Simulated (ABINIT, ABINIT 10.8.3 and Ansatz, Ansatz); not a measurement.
## Excitons of Li2SnF6 (P-31m): kernels and approximations

Wanted: excitons and ε₂ of Li2SnF6 (P-31m), with cost.

Main program and level: ABINIT 10.8.3 and Ansatz 0.2.0; PBEsol and many-body steps on it, plane waves.

## Step 1: The starting structure

The structure is trigonal, space group P-31m (No. 162). Conventional cell: a = 4.910 Å, b = 4.910 Å, c = 4.538 Å, α = 90.00°, β = 90.00°, γ = 120.00°. Nearest to Li lie 6 F at 1.99 Å. Nearest to Sn lie 6 F at 1.99 Å. Nearest to F lie 2 Li at 1.99 Å and 1 Sn at 1.99 Å. Farther neighbours and most contacts between anions are not listed.

The cell and positions are those that the Materials Project relaxed with its own functionals (PBE, PBE+U or r2SCAN), kept fixed.

## Step 2: Empty states on the mesh, 3×3×2 mesh, 89 bands

This step: ABINIT 10.8.3; DFT, PBEsol, plane waves, norm-conserving pseudopotentials.

The sums over transitions need many empty states on a uniform mesh; this step solves for them.

Contents of run.abi:

```
acell 3*1.0 Angstrom
rprim 
  4.909513934494 -0.000000000024 0.000000000000
  -2.454756967227 4.251763787517 0.000000000000
  0.000000000000 0.000000000000 4.538039080000
ntypat 3
znucl 3 50 9
natom 9
typat 1 1 2 3 3 3 3 3 3
xred 
  0.666666666667 0.333333333333 0.500000000000
  0.333333333333 0.666666666667 0.500000000000
  0.000000000000 0.000000000000 0.000000000000
  0.329091060000 0.329091060000 0.255027190000
  0.670908940000 0.670908940000 0.744972810000
  0.670908940000 0.000000000000 0.255027190000
  0.329091060000 0.000000000000 0.744972810000
  0.000000000000 0.670908940000 0.255027190000
  0.000000000000 0.329091060000 0.744972810000
pp_dirpath "pseudos"
pseudos "Li.upf, Sn.upf, F.upf"
ecut 44
ngkpt 3 3 2
nshiftk 1
shiftk 0 0 0
kptopt 1
chksymbreak 0
iscf -2
irdden 1
istwfk *1
nband 89
nbdbuf 8
tolwfr 1e-09
nstep 60
prtvol 0
indata_prefix "in"
outdata_prefix "out"
tmpdata_prefix "tmp"
```

Launch:

```sh
$ OMP_NUM_THREADS=1 mpirun -n 4 abinit run.abi > log
```

Numbers of over 12 decimals in the logs are rounded to 6 here.

The program printed:

```text
.Version 10.8.3 of ABINIT. v10.8.2 released Aug 2026.

 Symmetries : space group P-3 1 m (#162); Bravais hP (primitive hexag.)
[... echo of the input left out ...]
== DATASET  1 ==================================================================
-   mpi_nproc: 4, omp_nthreads: 1 (-1 if OMP is not activated)

--- !DatasetInfo
iteration_state: {dtset: 1, }
dimensions: {natom: 9, nkpt: 6, mband: 89, nsppol: 1, nspinor: 1, nspden: 1, mpw: 8940, }
cutoff_energies: {ecut:  44.0, pawecutdg:  -1.0, }
[...]
1.21257    1.22095    1.28870    1.28870    1.31968    1.31968    1.32578    1.32593
   1.32593    1.32916    1.32916    1.37228    1.38812    1.41160    1.41160    1.42726
   1.42726
 prteigrs : prtvol=0 or 1, do not print more k-points.

== END DATASET(S) ==============================================================
================================================================================

 -outvars: echo values of variables after computation  --------
            nband          89
             nkpt           6
          spgroup         162
 [... the other variables as echoed above ...]

 Calculation completed.
```

The job ended after 46 s (4 MPI ranks of Arm Neoverse V1, shared host; peak memory 0.42 GiB).

This step gave:

| Property | Result |
| --- | --- |
| gap | 5.250 eV |
| k of the valence top | 0.3333, 0, 0 |
| k of the conduction bottom | 0, 0, 0 |
| least direct gap | 5.274 eV |
| k points computed | 6 |
| lowest point of the top converged band, above the valence top | 35.95 eV |

On this mesh the gap is 5.250 eV.

The density comes from a self-consistent run that is not shown.

## Step 3: Screening, 3×3×2 mesh, 81 bands, screening to 98 eV

The RPA dielectric matrix is built and inverted for each q.

This step: RPA screening on PBEsol, plane waves, norm-conserving pseudopotentials.

run.abi: that of step 2 with these lines changed.

```diff
@@ -27,10 +27,11 @@
 chksymbreak 0
-iscf -2
-irdden 1
 istwfk *1
-nband 89
-nbdbuf 8
-tolwfr 1e-09
-nstep 60
-prtvol 0
+occopt 1
+irdwfk 1
+optdriver 3
+nband 81
+ecuteps 3.6
+inclvkb 2
+awtr 1
+symchi 1
 indata_prefix "in"
```

The program printed:

```text
.Version 10.8.3 of ABINIT. v10.8.2 released Aug 2026.

 Symmetries : space group P-3 1 m (#162); Bravais hP (primitive hexag.)
[... echo of the input left out ...]
== DATASET  1 ==================================================================
-   mpi_nproc: 4, omp_nthreads: 1 (-1 if OMP is not activated)

--- !DatasetInfo
iteration_state: {dtset: 1, }
dimensions: {natom: 9, nkpt: 6, mband: 81, nsppol: 1, nspinor: 1, nspden: 1, mpw: 8940, }
cutoff_energies: {ecut:  44.0, pawecutdg:  -1.0, }
[...]
--------------------------------------------------------------------------------
[... chi0 elements left out ...]
 For q-point:  0.000010 0.000020 0.000030
  dielectric constant =   2.1864
  dielectric constant without local fields =   2.3177

  Average fulfillment of the sum rule on Im[epsilon] for q-point    1 :     24.43  [%]
[... wings left out ...]
  q-point number  2        q = ( 0.333333, 0.000000, 0.000000) [r.l.u.]
--------------------------------------------------------------------------------
[... chi0 elements left out ...]
  Average fulfillment of the sum rule on Im[epsilon] for q-point    2 :     32.14  [%]

 [... 4 further q-points ...]
```

Wall time 46 s (4 MPI ranks); peak memory 1.4 GiB; 3.1 min of CPU time.

Numbers from this step:

```yaml
eps_infinity_with_local_fields_on_this_mesh_along_the_program_s_q_direction: 2.186
the_same_without_local_fields: 2.318
plasma_frequency: 31.92 eV
plane_waves_in_the_screening_matrix: 199
```

Local fields lower ε∞ by 6 %. On a Γ-centred mesh this coarse the value itself is usually too large, while a short band sum pulls it down.

## Step 4: Self-energy, 3×3×2 mesh, 81 bands, screening to 98 eV

The self-energy is evaluated for the states that the input lists, and the levels follow from it, in one-shot runs by the linearised quasiparticle equation.

This step: G0W0 on PBEsol, plane waves, norm-conserving pseudopotentials.

run.abi: that of step 3 with these lines changed.

```diff
@@ -30,8 +30,17 @@
 irdwfk 1
-optdriver 3
+optdriver 4
 nband 81
+gwcalctyp 0
+ecutsigx 44
+symsigma 1
+nkptgw 2
+kptgw 
+  0.3333333333 0.0000000000 0.0000000000
+  0.0000000000 0.0000000000 0.0000000000
+bdgw 
+  34 37
+  33 37
 ecuteps 3.6
-inclvkb 2
-awtr 1
-symchi 1
+irdscr 1
+ppmodel 1
 indata_prefix "in"
```

The program printed:

```text
.Version 10.8.3 of ABINIT. v10.8.2 released Aug 2026.

 Symmetries : space group P-3 1 m (#162); Bravais hP (primitive hexag.)
[... echo of the input left out ...]
== DATASET  1 ==================================================================
-   mpi_nproc: 4, omp_nthreads: 1 (-1 if OMP is not activated)

--- !DatasetInfo
iteration_state: {dtset: 1, }
dimensions: {natom: 9, nkpt: 6, mband: 81, nsppol: 1, nspinor: 1, nspden: 1, mpw: 8940, }
cutoff_energies: {ecut:  44.0, pawecutdg:  -1.0, }
[...]
Band     E0 <VxcDFT>   SigX SigC(E0)      Z dSigC/dE  Sig(E)    E-E0       E
[...]
36   5.378 -17.110 -12.307  -1.875   0.872  -0.147 -14.557   2.553   7.931
       37  10.965 -12.455  -6.731  -2.788   0.884  -0.131  -9.860   2.595  13.560

== END DATASET(S) ==============================================================
================================================================================

 -outvars: echo values of variables after computation  --------
           etotal      0.0000000000E+00
            nband          81
             nkpt           6
          spgroup         162
 [... the other variables as echoed above ...]

 Calculation completed.
```

It took 9.2 s on 4 MPI ranks; peak memory 1.1 GiB.

This step gave:

* G0W0 gap on the points computed: 9.811 eV
* starting gap on the mesh: 5.250 eV
* k of the valence top: 0, 0, 0
* k of the conduction bottom: 0, 0, 0
* least direct G0W0 gap on the computed points: 9.811 eV

The gap on the mesh goes from 5.25 eV to 9.81 eV, a correction of +4.56 eV.

The gap opens by 4.561 eV; the next steps shift the empty bands rigidly by 4.561 eV.

## Step 5: Excitons

Light makes an electron and a hole together. The Bethe-Salpeter equation adds their screened attraction and their exchange, in a window of bands around the gap.

This step: Bethe-Salpeter equation on PBEsol with a scissors shift, plane waves, norm-conserving pseudopotentials.

run.abi: that of step 4 with these lines changed.

```diff
@@ -30,17 +30,17 @@
 irdwfk 1
-optdriver 4
-nband 81
-gwcalctyp 0
-ecutsigx 44
-symsigma 1
-nkptgw 2
-kptgw 
-  0.3333333333 0.0000000000 0.0000000000
-  0.0000000000 0.0000000000 0.0000000000
-bdgw 
-  34 37
-  33 37
+optdriver 99
+bs_calctype 1
+mbpt_sciss 4.561 eV
+bs_loband 19
+nband 37
+bs_exchange_term 1
+bs_coulomb_term 11
+bs_coupling 0
+bs_algorithm 1
+bs_freq_mesh 0 16 0.1 eV
+zcut 0.15 eV
 ecuteps 3.6
+ecutwfn 22
+inclvkb 2
 irdscr 1
-ppmodel 1
 indata_prefix "in"
```

The program printed:

```text
.Version 10.8.3 of ABINIT. v10.8.2 released Aug 2026.

 Symmetries : space group P-3 1 m (#162); Bravais hP (primitive hexag.)
[... echo of the input left out ...]
== DATASET  1 ==================================================================
-   mpi_nproc: 4, omp_nthreads: 1 (-1 if OMP is not activated)

--- !DatasetInfo
iteration_state: {dtset: 1, }
dimensions: {natom: 9, nkpt: 6, mband: 37, nsppol: 1, nspinor: 1, nspden: 1, mpw: 3175, }
cutoff_energies: {ecut:  22.0, pawecutdg:  -1.0, }
electrons: {nelect:   7.00000000E+01, charge:   0.00000000E+00, occopt:   1.00000000E+00, tsmear:   1.00000000E-02, }

 Exciton: Calculation of dielectric properties by solving the Bethe-Salpeter equation
 in frequency domain and reciprocal space on a transitions basis set.
 Based on a program developed by L. Reining, V. Olevano, F. Sottile,
 S. Albrecht, and G. Onida. Incorporated in ABINIT by M. Giantomassi.

.Using double precision arithmetic ; gwpc =  8

[... cell and pseudopotentials left out ...]
--------------------------------------------------------------------------------

 ==== K-mesh for the wavefunctions ====
 Number of points in the irreducible wedge :     6
[... list of points left out ...]
 Together with 12 symmetry operations and time-reversal symmetry
 yields    18 points in the full Brillouin Zone.

 ==== Q-mesh for the screening function ====
 Number of points in the irreducible wedge :     6
[... list of points left out ...]
 Together with 12 symmetry operations and time-reversal symmetry
 yields    18 points in the full Brillouin Zone.

 vcoul_init : cutoff-mode = AUXILIARY_FUNCTION
 q-points for optical limit:   1
     1)      0.000010    0.000020    0.000030
 setmesh: FFT mesh size selected  =    24x   24x   25
          total number of points  =        14400

 ==== Fundamental parameters for the solution of the Bethe-Salpeter equation: ====
 Algorithm: Direct diagonalization.
 Dimension of the v, W matrices,  npweps  = 199
 Cutoff for the wavefunctions,    npwwfn  = 3175
 Number of k-points in the IBZ,   nkibz   = 6
 Highest empty band included,     nband   = 37
 === Spin UP ===
 Number of resonant transitions          612
 Lowest occupied state                   19
 Highest occupied state                  35
 Lowest unoccupied state                 36
 Highest unoccupied state                37
 Minimum frequency [eV]           Emin    =   0.00
 Maximum frequency [eV]           Emax    =  16.00
 Frequency step [eV]              dE      =   0.10
 Lorentzian broadening [eV]       eta     =   0.15
 RPA L0 with KS energies and KS wavefunctions
 Scissors operator energy [eV] =          4.56
 Local fields effects (v term) included
 Excitonic effects (W term) included
 Full W_GG' included
 W is read from an external SCR file
 Resonant-only calculation (Hermitian case)

 Calculating epsilon_Macro(q-->0,w), along the following directions:
 q = (  1.278757  0.000000  0.000000) [r.l.u.]
 q = (  0.000000  1.278757  0.000000) [r.l.u.]
 q = (  0.000000  0.000000  1.364857) [r.l.u.]
 q = (  1.476582 -0.738291  0.000000) [r.l.u.]
 q = ( -0.000000  1.278757  0.000000) [r.l.u.]
 q = (  0.000000  0.000000  1.364857) [r.l.u.]
 Number of electrons calculated from density =   69.9190; Expected =   70.0000
 average of density, n =  0.109376
 r_s =    1.2972
 omega_plasma =   31.9019 [eV]

. Writing resonant excitonic Hamiltonian on file out_BSR; file size=   0.00 [Gb].
 Direct diagonalization of the resonant excitonic Hamiltonian, Matrix size= 612
. Using LAPACK sequential version.
 Excitonic eigenvalues in eV up to n=   32
   7.64238   7.64638   7.76600   7.91067   7.91306   7.94241   8.29103   8.30295
   8.34668   8.35935   8.37600   8.52846   8.85697   8.88428   8.89373   9.00815
   9.02197   9.26891   9.27331   9.32529   9.33578   9.34874   9.38588   9.41437
   9.42327   9.42632   9.44219   9.46682   9.46975   9.50404   9.54068   9.55698

 First excitonic eigenvalue=    7.64 [eV]
 Last  excitonic eigenvalue=   17.63 [eV]

 GW  direct gap       9.84  0.00 [eV]
 EXC direct gap       7.64  0.00 [eV]
 EXC binding energy   2.19  0.00 [eV]

 Excitonic eigenvalues up to the GW energy gap [eV]
  1 (  7.64  0.00)
  2 (  7.65  0.00)
  3 (  7.77  0.00)
  4 (  7.91  0.00)
  5 (  7.91  0.00)
  6 (  7.94  0.00)
[...]
58 (  9.83  0.00)
 59 (  9.83  0.00)
 60 (  9.84  0.00)

 Macroscopic dielectric function:
 omega [eV] <KS_RPA_nlf>  <GW_RPA_nlf>  <BSE>
   0.0000   1.4991   0.0000   1.3213   0.0000   1.3885   0.0000
   0.1000   1.4992   0.0002   1.3213   0.0001   1.3886   0.0001
   0.2000   1.4994   0.0005   1.3213   0.0001   1.3887   0.0002
   0.3000   1.4998   0.0007   1.3214   0.0002   1.3889   0.0003
   0.4000   1.5004   0.0010   1.3216   0.0002   1.3891   0.0005
   0.5000   1.5011   0.0012   1.3217   0.0003   1.3895   0.0006
   0.6000   1.5020   0.0015   1.3220   0.0004   1.3899   0.0007
   0.7000   1.5031   0.0017   1.3222   0.0004   1.3904   0.0008
   0.8000   1.5043   0.0020   1.3225   0.0005   1.3910   0.0009
   0.9000   1.5058   0.0023   1.3228   0.0005   1.3916   0.0010

 Writing KS-RPA macroscopic dielectric function without local fields to file: out_RPA_NLF_MDF
 Writing GW-RPA macroscopic dielectric function without local fields to file: out_GW_NLF_MDF
 Writing EXC Macroscopic dielectric function to file: out_EXC_MDF

== END DATASET(S) ==============================================================
================================================================================

 -outvars: echo values of variables after computation  --------
           etotal      0.0000000000E+00
            nband          37
             nkpt           6
          spgroup         162
 [... the other variables as echoed above ...]

 Calculation completed.
```

Elapsed: 23 s, on 4 MPI ranks; peak memory 0.54 GiB.

This step gave:

| Item | Value |
| --- | --- |
| direct gap of the transition levels | 9.835 eV |
| transitions in the window | 612 |
| first strong exciton (over a fiftieth of the strongest listed) | 7.766 eV |
| lowest state | 7.642 eV |
| binding of the lowest state below the direct gap | 2.193 eV |
| Coulomb term of one mesh cell | 1.566 eV |

The binding is 1.4 times the screened Coulomb term of one mesh cell (1.57 eV), so it is not shown settled.

The lowest state lies at 7.642 eV, 2.193 eV under the direct gap.

Lines within 3 meV are set at the lowest of them, and the highest group, which the list may cut short, is left out. Exciton lines, with heights relative to the strongest:

```
position (eV)  lines merged  oscillator strength, relative
        7.642             1                            0.1
        7.646             1                            0.0
        7.766             1                            100
        7.911             2                             63
        7.942             1                             59
        8.291             1                             30
        8.303             1                             31
        8.347             1                            1.0
        8.359             1                            0.6
        8.376             1                            0.2
        8.528             1                            0.0
        8.857             1                            2.8
        8.884             1                            0.2
        8.894             1                            0.8
```

The ε₂ has structure finer than the step of the table below, so its rows give means over 0.5 eV, whole bins alone (the curve runs from 0 to 15.9 eV). Peaks (eV: height): BSE 7.90: 1.91, 10.90: 1.62, 11.80: 0.973, 12.80: 1.29, 13.70: 1.25; no electron-hole interaction 9.90: 0.605, 11.30: 1.19, 12.60: 1.18, 14.00: 2.13, 15.40: 1.33; Kohn-Sham, no shift 5.40: 0.632, 6.80: 1.16, 8.00: 1.15, 9.50: 2.09, 10.90: 1.30.

Mean over the three Cartesian directions of q; broadening 0.15 eV; transition window only. Limits: finite bands, cutoff and mesh; no spin-orbit coupling; coarse k mesh; exciton not shown settled in the k mesh. Table of ε₂ by photon energy; means over each step:

```
photon energy (eV)      BSE  no electron-hole interaction  Kohn-Sham, no shift
               0.5   5.7e-4                        3.0e-4              0.00124
               1.0  0.00116                        6.0e-4              0.00254
               1.5  0.00179                        9.0e-4              0.00402
               2.0  0.00248                       0.00124              0.00581
               2.5  0.00330                       0.00161              0.00810
               3.0  0.00426                       0.00200               0.0113
               3.5  0.00546                       0.00243               0.0161
               4.0  0.00699                       0.00296               0.0249
               4.5  0.00908                       0.00356               0.0466
               5.0   0.0121                       0.00427                0.193
               5.5   0.0168                       0.00514                0.445
               6.0   0.0251                       0.00627                0.647
               6.5   0.0430                       0.00772                0.882
               7.0    0.100                       0.00970                 1.03
               7.5    0.617                        0.0125                0.770
               8.0     1.39                        0.0170                0.915
               8.5    0.505                        0.0249                0.414
               9.0    0.273                        0.0436                 1.15
               9.5    0.320                         0.151                 1.74
              10.0    0.666                         0.461                0.871
              10.5     1.13                         0.571                0.934
              11.0     1.29                         0.862                 1.24
              11.5    0.684                          1.05                0.956
              12.0    0.574                         0.810                0.384
              12.5    0.525                         0.902                0.207
              13.0     1.03                         0.455                0.119
              13.5     1.01                         0.982               0.0915
              14.0    0.965                          1.82               0.0336
              14.5    0.858                         0.915               0.0177
              15.0    0.473                         0.885               0.0127
              15.5    0.222                          1.25              0.00988
```

[end of part 1 of 3]

[Paths, hosts, dates, memory and timing lines, banners, echoed tables and standing remarks are left out of the program output.]

[Logs are printed without paths, hosts, clocks, repeated set-up lines and the standing remarks that a program may print on its own settings, such as how far it seeks lower states.]

[Runs of the session that timed out or met a known fault of the program may be left out.]

[Hosts, paths, dates, database ids (printed as entryN), source tags and the programs' standing remarks are cut or masked in the printed files.]

[G0W0 gaps are taken among the corrected bands and points alone; a level outside them can change the order at an edge.]

[Where Ansatz stands beside ABINIT at settings called matched, ABINIT's density can come from a denser mesh and the files from another edition; pairs whose starting gaps differed by over 0.03 eV were left out, so agreement reads better than it is.]
